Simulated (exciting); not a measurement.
Two BSE runs for the Rb L₃ edge of RbAsF6, space group R-3. Run A: exciting, all-electron LAPW+lo, LDA, exchange and screened direct term (singlet BSE), 2×2×2 shifted k points, 45 conduction bands, |G+q| up to 3 bohr⁻¹ (2 in the exchange term), full RPA screening with nempty = 78, Lorentzian half width 0.64 eV. Run B differs in one setting: k mesh, kernel cutoff, basis, band set, screening or width.

Energy from the Kohn–Sham onset, core level to the lowest empty state found on the meshes used; one zero for both, scaled to A's maximum:

```csv
E (eV),A,B
-5.5,0.01,0.04
-5.0,0.01,0.04
-4.5,0.02,0.05
-4.0,0.02,0.05
-3.5,0.03,0.07
-3.0,0.03,0.08
-2.5,0.04,0.10
-2.0,0.06,0.12
-1.5,0.08,0.15
-1.0,0.13,0.19
-0.5,0.19,0.24
0.0,0.33,0.30
0.5,0.68,0.36
1.0,0.99,0.38
1.5,0.75,0.37
2.0,0.37,0.32
2.5,0.21,0.27
3.0,0.14,0.22
3.5,0.12,0.19
4.0,0.12,0.16
4.5,0.12,0.15
5.0,0.11,0.13
5.5,0.09,0.12
6.0,0.08,0.11
6.5,0.07,0.11
7.0,0.07,0.10
7.5,0.08,0.10
8.0,0.09,0.10
8.5,0.12,0.11
9.0,0.13,0.11
9.5,0.11,0.11
10.0,0.09,0.11
10.5,0.10,0.11
11.0,0.11,0.11
11.5,0.11,0.11
12.0,0.11,0.11
12.5,0.11,0.11
13.0,0.12,0.11
13.5,0.12,0.11
14.0,0.13,0.11
14.5,0.13,0.11
15.0,0.12,0.11
15.5,0.12,0.11
16.0,0.12,0.11
16.5,0.12,0.11
17.0,0.13,0.11
17.5,0.12,0.11
18.0,0.12,0.11
18.5,0.13,0.11
19.0,0.14,0.11
19.5,0.13,0.11
20.0,0.13,0.11
20.5,0.13,0.10
21.0,0.12,0.10
21.5,0.10,0.09
22.0,0.09,0.08
22.5,0.07,0.07
```

Which is the likeliest?

The half width (eV) from 0.64 to 1.92. Against run A the r.m.s. difference is 49 %. The highest maximum lies at 1.0 eV (0.38), against 1.0 eV (1.00). Only the width of each line changes; the area stays. A table step wider than the lines misses their tops. Other settings could leave a like mark; this is the change that was made.

[Banner, clock and machine lines of the logs are left out without a mark of their own.]

[Logs are printed without paths, hosts, clocks, repeated set-up lines and the standing remarks that a program may print on its own settings, such as how far it seeks lower states.]

[Hosts, paths, dates, database ids (printed as entryN), source tags and the programs' standing remarks are cut or masked in the printed files.]
